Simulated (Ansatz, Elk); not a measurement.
# Bonding as seen by X-rays: SrNiBr6

Structure refinements treat a crystal as free atoms side by side. For a made-up structure of SrNiBr6 (cell and positions from a PBEsol relaxation) the runs below show what the calculated density changes in F(hkl).

Calculated with Elk 11.2.3 (patched build); DFT, PBE, all-electron APW+lo, Dirac cores, scalar-relativistic bands, static density, no spin.

The structure was built from a prototype and need not be the compound's stable phase.

## Step 1: Starting point

It takes space group R-3 (No. 148, trigonal). The conventional cell has a = 6.426 Å, b = 6.426 Å, c = 18.595 Å, α = 90.00°, β = 90.00°, γ = 120.00°. Nearest to Sr lie 6 Br at 3.11 Å. Nearest to Br lie 1 Ni at 2.38 Å and 1 Sr at 3.11 Å. Nearest to Ni lie 6 Br at 2.38 Å. Farther neighbours and most contacts between anions are not listed.

## Step 2: Ground state and structure factors

An all-electron density is needed, since X-rays see the cores too. Task 0 finds the density and task 195 Fourier-transforms it; tshift is off so that phases refer to the origin typed.

elk.in

```
tasks
  0
  195

xctype
  20

spinpol
  .false.

rgkmax
  7.0

gmaxvr
  14.0

lmaxo
  7

lmaxapw
  8

swidth
  0.002

tshift
  .false.

ramdisk
  .false.

hmaxvr
  5.5

maxscl
  120

epspot
  1e-06

sppath
  './'

avec
  6.07146994111 3.50536480456 11.71309478789
  -6.07146994111 3.50536480456 11.71309478789
  -0.00000000000 -7.01072961007 11.71309478760

atoms
  3
  'Sr.in'
  1
  0.5000000000 0.5000000000 0.5000000000   0.000000 0.000000 0.000000
  'Br.in'
  6
  0.4042827012 0.0060961567 0.8100398927   0.000000 0.000000 0.000000
  0.0060961567 0.8100398927 0.4042827012   0.000000 0.000000 0.000000
  0.8100398927 0.4042827012 0.0060961567   0.000000 0.000000 0.000000
  0.5957172988 0.9939038433 0.1899601073   0.000000 0.000000 0.000000
  0.9939038433 0.1899601073 0.5957172988   0.000000 0.000000 0.000000
  0.1899601073 0.5957172988 0.9939038433   0.000000 0.000000 0.000000
  'Ni.in'
  1
  0.0000000000 -0.0000000000 -0.0000000000   0.000000 0.000000 0.000000

ngridk
  4 4 4
```

Run with:

```bash
$ OMP_NUM_THREADS=4 elk
```

Numbers of over 12 decimals in the logs are rounded to 6 here.

What it wrote:

```text
┌─────────────────────────┐
│ Elk code version 11.2.3 │
└─────────────────────────┘

All units are atomic (Hartree, Bohr, etc.)

┌─────────────────────────────────────────────────┐
│ Ground-state run starting from atomic densities │
└─────────────────────────────────────────────────┘

Lattice vectors :
   6.071469941       3.505364805       11.71309479
  -6.071469941       3.505364805       11.71309479
  -0.000000000      -7.010729610       11.71309479

Reciprocal lattice vectors :
  0.5174352643      0.2987413891      0.1788080042
 -0.5174352643      0.2987413891      0.1788080042
 -0.2685645649E-17 -0.5974827783      0.1788080042

Unit cell volume      :    1495.718893
Brillouin zone volume :   0.1658401286

Muffin-tin inner radius fraction :   0.1000000000E-01

Nuclei treated as point charges

Species : 1 (Sr)
 parameters loaded from : Sr.in
 name : strontium
 nuclear charge    :   -38.00000000
 electronic charge :    38.00000000
 atomic mass :    159721.4892
 muffin-tin radius :    2.600000000
 number of radial points in muffin-tin :   1193
 inner part over the whole radius :   0.9909106339E-02
 number on inner part of muffin-tin    :    847
 approximate nuclear radius :   0.8067967193E-04
 number of mesh points to nuclear radius :    415
 atomic positions (lattice), magnetic fields (Cartesian) :
  1 :   0.50000000  0.50000000  0.50000000    0.00000000  0.00000000  0.00000000

Species : 2 (Br)
 parameters loaded from : Br.in
 name : bromine
 nuclear charge    :   -35.00000000
 electronic charge :    35.00000000
 atomic mass :    145656.0816
 muffin-tin radius :    2.221374118
 number of radial points in muffin-tin :    993
 inner part over the whole radius :   0.9844620732E-02
 number on inner part of muffin-tin    :    701
 approximate nuclear radius :   0.7858070945E-04
 number of mesh points to nuclear radius :    345
 atomic positions (lattice), magnetic fields (Cartesian) :
  1 :   0.40428270  0.00609616 -0.18996011    0.00000000  0.00000000  0.00000000
  2 :   0.00609616 -0.18996011  0.40428270    0.00000000  0.00000000  0.00000000
  3 :  -0.18996011  0.40428270  0.00609616    0.00000000  0.00000000  0.00000000
  4 :  -0.40428270 -0.00609616  0.18996011    0.00000000  0.00000000  0.00000000
  5 :  -0.00609616  0.18996011 -0.40428270    0.00000000  0.00000000  0.00000000
  6 :   0.18996011 -0.40428270 -0.00609616    0.00000000  0.00000000  0.00000000

Species : 3 (Ni)
 parameters loaded from : Ni.in
 name : nickel
 nuclear charge    :   -28.00000000
 electronic charge :    28.00000000
 atomic mass :    106991.5231
 muffin-tin radius :    2.221374118
 number of radial points in muffin-tin :    993
 inner part over the whole radius :   0.9858575338E-02
 number on inner part of muffin-tin    :    699
 approximate nuclear radius :   0.7325707712E-04
 number of mesh points to nuclear radius :    336
 atomic positions (lattice), magnetic fields (Cartesian) :
  1 :   0.00000000  0.00000000  0.00000000    0.00000000  0.00000000  0.00000000

Total number of atoms per unit cell :    8
Total muffin-tin volume :    395.0265425
 ratio of muffin-tin to unit cell volume :   0.2641048023

Spin treatment :
 spin-unpolarised

Number of Bravais lattice symmetries :   12
Number of crystal symmetries         :    6
Crystal has inversion symmetry
Real symmetric eigensolver will be used

k-point grid :      4     4     4
k-point offset :    0.000000000       0.000000000       0.000000000
k-point set is reduced with full crystal symmetry group
Total number of k-points :       14

Muffin-tin radius times maximum |G+k| :    7.000000000
 using average radius
Maximum |G+k| for APW functions       :    3.085464248
Maximum (1/2)|G+k|²                   :    4.760044812
Maximum |G| for potential and density :    14.00000000
Constant for pseudocharge density :    9
 order of it for each species :   16  16  16
 order of it for pair densities of each species (exact exchange by exxq0 0: 17) :   13   9   9
Radial integration step length :    1

[...]
exchange                    :     -709.31371192442
 correlation                 :     -13.554549428732
 electron entropic           :    -0.43421273347239E-03
 total energy                :     -20342.858819882

Density of states at Fermi energy :    20.89861967
 (states/Hartree/unit cell)

Estimated indirect band gap :   0.1055995983E-01
 from k-point 1 to k-point 8
Estimated direct band gap   :   0.1660775742E-01
 at k-point 11

Charges :
 core                        :    148.0000000
 valence                     :    128.0000000
 interstitial                :    15.64970147
 muffin-tins (core leakage)
  species : 1 (Sr)
[...]
species : 2 (Br)
[...]
species : 3 (Ni)
[...]
total in muffin-tins        :    260.3502985
 total calculated charge     :    275.9977650
 total charge                :    276.0000000
 error                       :   0.2234991196E-02

RMS change in Kohn-Sham potential (target) :   0.1793064779     (  0.1000000000E-05)
Absolute change in total energy (target)   :   0.2237212886E-01 (  0.1000000000E-03)

[... loops 3 to 15 left out ...]

┌──────────────────┐
│ Loop number : 16 │
└──────────────────┘

Energies :
 Fermi                       :     0.101996
 sum of occupied eigenvalues :     -11839.583943801
 electron kinetic            :      20856.804376312
 core electron kinetic       :      19229.631867049
 Coulomb                     :     -40474.943048998
 Coulomb potential           :     -31755.811645064
 nuclear-nuclear             :     -2269.7840278052
 electron-nuclear            :     -44691.527780042
 Hartree                     :      6486.3687588499
 Madelung                    :     -24597.037226466
 xc potential                :     -940.57667504887
 exchange                    :     -709.08673121633
 correlation                 :     -13.548349299587
 electron entropic           :    -0.17002199567967E-03
 total energy                :     -20340.773923224

Density of states at Fermi energy :    6.586869308
 (states/Hartree/unit cell)

Estimated indirect band gap :   0.1676789988E-01
 from k-point 1 to k-point 8
Estimated direct band gap   :   0.2111354026E-01
 at k-point 11

Charges :
 core                        :    148.0000000
 valence                     :    128.0000000
 interstitial                :    15.54687597
 muffin-tins (core leakage)
  species : 1 (Sr)
[...]
species : 2 (Br)
[...]
species : 3 (Ni)
[...]
total in muffin-tins        :    260.4531240
 total calculated charge     :    275.9976803
 total charge                :    276.0000000
 error                       :   0.2319731060E-02

RMS change in Kohn-Sham potential (target) :   0.3144752593E-06 (  0.1000000000E-05)
Absolute change in total energy (target)   :   0.7135424676E-04 (  0.1000000000E-03)

Convergence targets achieved

┌──────────────────┐
│ Loop number : 17 │
└──────────────────┘

Energies :
 Fermi                       :     0.101996
 sum of occupied eigenvalues :     -11839.583952053
 electron kinetic            :      20856.804381415
 core electron kinetic       :      19229.631869293
 Coulomb                     :     -40474.943055651
 Coulomb potential           :     -31755.811642910
 nuclear-nuclear             :     -2269.7840278052
 electron-nuclear            :     -44691.527795325
 Hartree                     :      6486.3687674799
 Madelung                    :     -24597.037234196
 xc potential                :     -940.57669055801
 exchange                    :     -709.08673165928
 correlation                 :     -13.548349313737
 electron entropic           :    -0.17002180860770E-03
 total energy                :     -20340.773925230

Density of states at Fermi energy :    6.586861283
 (states/Hartree/unit cell)

Estimated indirect band gap :   0.1676789844E-01
 from k-point 1 to k-point 8
Estimated direct band gap   :   0.2111354557E-01
 at k-point 11

Charges :
 core                        :    148.0000000
 valence                     :    128.0000000
 interstitial                :    15.54687608
 muffin-tins (core leakage)
  species : 1 (Sr)
[...]
species : 2 (Br)
[...]
atom 5                    :    32.95278439     (  0.8090647098E-04)
   atom 6                    :    32.95278439     (  0.8090647098E-04)
  species : 3 (Ni)
   atom 1                    :    26.80941878     (  0.6978830567E-03)
 total in muffin-tins        :    260.4531239
 total calculated charge     :    275.9976803
 total charge                :    276.0000000
 error                       :   0.2319730930E-02

┌──────────────────────────────┐
│ Self-consistent loop stopped │
└──────────────────────────────┘

Warning : core states of species 3 leak from the muffin-tin :   0.6978830567E-03

Wrote STATE.OUT
```

It took 74 s on 4 threads of AMD EPYC 7B13 (Zen 3), shared host; peak memory 0.41 GiB.

SFACRHO.OUT:

```text

h k l indices transformed by vhmat matrix:
   1.000000000       0.000000000       0.000000000    
   0.000000000       1.000000000       0.000000000    
   0.000000000       0.000000000       1.000000000    

      h      k      l  multipl.   |H|            Re(F)            Im(F)           |F|

      0      0      0      1   0.0000000       276.00000     -0.48286727E-15   276.00000    
      1      1      1      2  0.53642401       28.042137      0.25899545E-13   28.042137    
      0      0     -1      6  0.62366495       26.853775      0.11148056E-14   26.853775    
      0     -1     -1      6  0.69632958       45.853707      0.26715361E-14   45.853707    
     -1     -1     -2      6  0.93195628       82.655902      0.53892851E-14   82.655902    
      0     -1      1      6   1.0348705      -22.015556      0.38826826E-13   22.015556    
     -2     -2     -2      2   1.0728480      -110.17462      0.23758918E-12   110.17462    
     -1     -2     -2      6   1.0753108      -45.247033      0.59806971E-13   45.247033    
      2      1      0      6   1.1656362       97.566272      0.90198686E-13   97.566272    
      0     -1     -2      6   1.1656362      -141.39681      0.12468291E-12   141.39681    
     -1      1     -1      6   1.2082694      -88.184974     -0.12780590E-13   88.184974    
      0      0      2      6   1.2473299       88.865318     -0.19549878E-13   88.865318    
      3      2      2      6   1.3869493      -28.841003      0.10369710E-12   28.841003    
      0      2      2      6   1.3926592      -10.974378     -0.10642674E-12   10.974378    
     -2     -3     -1      6   1.4906240       74.300436     -0.33698661E-13   74.300436    
     -1     -3     -2      6   1.4906240       155.68939     -0.88838239E-13   155.68939    
     -1     -3     -1      6   1.4923975       79.522538     -0.12004079E-12   79.522538    
     -2     -3     -3      6   1.5502300       48.937970      0.39057519E-13   48.937970
```

Elk indexes on the primitive cell of elk.in and gives |H| = 4π sin θ/λ in inverse bohr. Below, one row stands for each form hkl of the conventional cell (m members, Friedel mates merged), F is for one primitive cell and the density is static (no thermal factor). Free-atom factors are Waasmaier and Kirfel's, and R is Σm||F|−|F'||/Σm|F|.

```
   hkl  m  sin θ/λ (Å⁻¹)  abs F, DFT  neutral atoms   diff.
   003  2          0.081      28.042         27.966  +0.076
   101  6          0.094      26.854         26.825  +0.029
   012  6          0.105      45.854         45.703  +0.151
   104  6          0.140      82.656         82.628  +0.028
   110  6          0.156      22.016         21.831  +0.185
   006  2          0.161     110.175        109.947  +0.228
   015  6          0.162      45.247         44.983  +0.264
2 -1 3  6          0.175      97.566         97.207  +0.360
   113  6          0.175     141.397        141.002  +0.395
   021  6          0.182      88.185         87.935  +0.250
   202  6          0.188      88.865         88.694  +0.172
   107  6          0.209      28.841         29.006  -0.165
   024  6          0.209      10.974         11.174  -0.199
   116  6          0.224      74.300         74.219  +0.082
2 -1 6  6          0.224     155.689        155.606  +0.083
   205  6          0.224      79.522         79.383  +0.140
   018  6          0.233      48.938         48.985  -0.047
   211  6          0.239      35.794         35.903  -0.109
```

## Step 3: The highest occupied states alone

An energy window below the Fermi level keeps the highest occupied states, to see at which angles they scatter; shallow core shells can lie inside it and anion s states outside. No new self-consistency is needed.

elk.in: that of step 2 with these lines changed.

```diff
@@ -1,3 +1,2 @@
 tasks
-  0
   195
@@ -40,2 +39,5 @@
 
+wsfac
+  -0.339000 0.402000
+
 sppath
```

Run with:

```bash
$ OMP_NUM_THREADS=4 elk
```

What it wrote:

```text
┌─────────────────────────────────┐
│ Elk code version 11.2.3 started │
└─────────────────────────────────┘

Info(readinput): the functional depends on the density's gradient
 muffin-tin radial points multiplied by    2.00000
 (not where nrmtscf is given)

┌────────────────────┐
│ Current task : 195 │
└────────────────────┘
Info(checkmt): changed muffin-tin radius of species 2 (Br) from   2.4000 to   2.2214
Info(checkmt): changed muffin-tin radius of species 3 (Ni) from   2.4000 to   2.2214

Info(sfacrho): density structure factors written to SFACRHO.OUT

 Energy window :  -0.3390000000      0.4020000000

┌──────────────────┐
│ Elk code stopped │
└──────────────────┘
```

It took 25 s on 4 threads; peak memory 0.28 GiB.

States within 12 eV below the Fermi level hold 42.00 electrons; any levels below the window count with the cores. Their amplitudes can exceed the total, where window and core parts have opposite phase:

```
   hkl  sin θ/λ (Å⁻¹)  abs F, window  abs F, all
   003          0.081         12.313      28.042
   101          0.094         11.718      26.854
   012          0.105          6.649      45.854
   104          0.140          9.179      82.656
   110          0.156          1.171      22.016
   006          0.161          4.367     110.175
   015          0.162          4.004      45.247
2 -1 3          0.175         12.487      97.566
   113          0.175          1.353     141.397
   021          0.182          1.866      88.185
```

## Step 4: Another functional

The difference from free atoms is small, so it is set against the change that LDA (Perdew-Wang) makes.

elk.in: that of step 3 with these lines changed.

```diff
@@ -1,2 +1,3 @@
 tasks
+  0
   195
@@ -4,3 +5,3 @@
 xctype
-  20
+  3
 
@@ -39,5 +40,2 @@
 
-wsfac
-  -0.339000 0.402000
-
 sppath
```

Run with:

```bash
$ OMP_NUM_THREADS=4 elk
```

What it wrote:

```text
┌─────────────────────────┐
│ Elk code version 11.2.3 │
└─────────────────────────┘

All units are atomic (Hartree, Bohr, etc.)

┌─────────────────────────────────────────────────┐
│ Ground-state run starting from atomic densities │
└─────────────────────────────────────────────────┘

Lattice vectors :
   6.071469941       3.505364805       11.71309479
  -6.071469941       3.505364805       11.71309479
  -0.000000000      -7.010729610       11.71309479

Reciprocal lattice vectors :
  0.5174352643      0.2987413891      0.1788080042
[...]
species : 1 (Sr)
[...]
species : 2 (Br)
[...]
atom 6                    :    32.93351129     (  0.7646459148E-04)
  species : 3 (Ni)
   atom 1                    :    26.83834576     (  0.7316542506E-03)
 total in muffin-tins        :    260.3669513
 total calculated charge     :    275.9976702
 total charge                :    276.0000000
 error                       :   0.2329818461E-02

┌──────────────────────────────┐
│ Self-consistent loop stopped │
└──────────────────────────────┘

Warning : core states of species 3 leak from the muffin-tin :   0.7316542506E-03

Wrote STATE.OUT
[key lines of the parts left out:]
total energy                :     -20315.002659449
```

It took 54 s on 4 threads; peak memory 0.38 GiB.

Against the first run R = 0.04 %; the largest change is -0.086 at 006.

## Step 5: A coarser k-mesh

About half the k-points along each axis test the sampling.

elk.in: that of step 4 with these lines changed.

```diff
@@ -5,3 +5,3 @@
 xctype
-  3
+  20
 
@@ -66,2 +66,2 @@
 ngridk
-  4 4 4
+  2 2 2
```

Run with:

```bash
$ OMP_NUM_THREADS=4 elk
```

What it wrote:

```text
┌─────────────────────────┐
│ Elk code version 11.2.3 │
└─────────────────────────┘

All units are atomic (Hartree, Bohr, etc.)

┌─────────────────────────────────────────────────┐
│ Ground-state run starting from atomic densities │
└─────────────────────────────────────────────────┘

Lattice vectors :
   6.071469941       3.505364805       11.71309479
  -6.071469941       3.505364805       11.71309479
  -0.000000000      -7.010729610       11.71309479

Reciprocal lattice vectors :
  0.5174352643      0.2987413891      0.1788080042
[...]
species : 1 (Sr)
[...]
species : 2 (Br)
[...]
atom 6                    :    32.95296588     (  0.8090517852E-04)
  species : 3 (Ni)
   atom 1                    :    26.80898408     (  0.6977368351E-03)
 total in muffin-tins        :    260.4530963
 total calculated charge     :    275.9976881
 total charge                :    276.0000000
 error                       :   0.2311930178E-02

┌──────────────────────────────┐
│ Self-consistent loop stopped │
└──────────────────────────────┘

Warning : core states of species 3 leak from the muffin-tin :   0.6977368351E-03

Wrote STATE.OUT
[key lines of the parts left out:]
total energy                :     -20340.774091414
```

The job ended after 51 s (4 threads; peak memory 0.41 GiB).

Against the first run R = 0.01 %; the largest change is -0.022 at 214.

## Step 6: Settings against the effect

```
              run  R against the first run (%)  R against neutral atoms, low angle (%)  wall time
    PBE, rgkmax 7                         0.00                                    0.31       74 s
LDA (Perdew-Wang)                         0.04                                    0.29       54 s
     k-mesh 2×2×2                         0.01                                    0.31       51 s
```

## Step 7: Results

| Quantity | Value |
| --- | --- |
| R against neutral atoms, sin θ/λ < 0.3 Å⁻¹ | 0.31 % |
| R against neutral atoms, 0.3 to 0.49 Å⁻¹ | 0.25 % |

Independent neutral atoms miss the calculated amplitudes by R = 0.31 % below 0.3 Å⁻¹ and 0.25 % from there to 0.49 Å⁻¹; by shells, 0.14 % below 0.15 Å⁻¹ (4 forms), 0.33 % 0.15 to 0.3 (30 forms), 0.26 % 0.3 to 0.45 (86 forms), 0.21 % above 0.45 (29 forms). Bonding, aspherical density and the tables' own atoms all enter these figures, and the runs don't part them. The largest change of an amplitude is -0.43 electrons, at 3 -1 4. The window's part falls from 42.0 electrons at the origin to at most 2.67 between 0.45 and 0.49 Å⁻¹, where compact states inside the window still scatter. Below 0.3 Å⁻¹ the changes that finished (LDA (Perdew-Wang) and k-mesh 2×2×2) move F by R = 0.03 % at most, against the 0.31 % that separates it from free atoms. The basis has no finished test. These runs have no spin, though d or f shells may be open. Part of the difference isn't bonding: the tables are fits to free atoms and ions calculated by other methods than this functional. Thermal motion, anomalous dispersion and extinction are left out.

[Logs are printed without paths, hosts, clocks, repeated set-up lines and the standing remarks that a program may print on its own settings, such as how far it seeks lower states.]

[Hosts, paths, dates, database ids (printed as entryN), source tags and the programs' standing remarks are cut or masked in the printed files.]
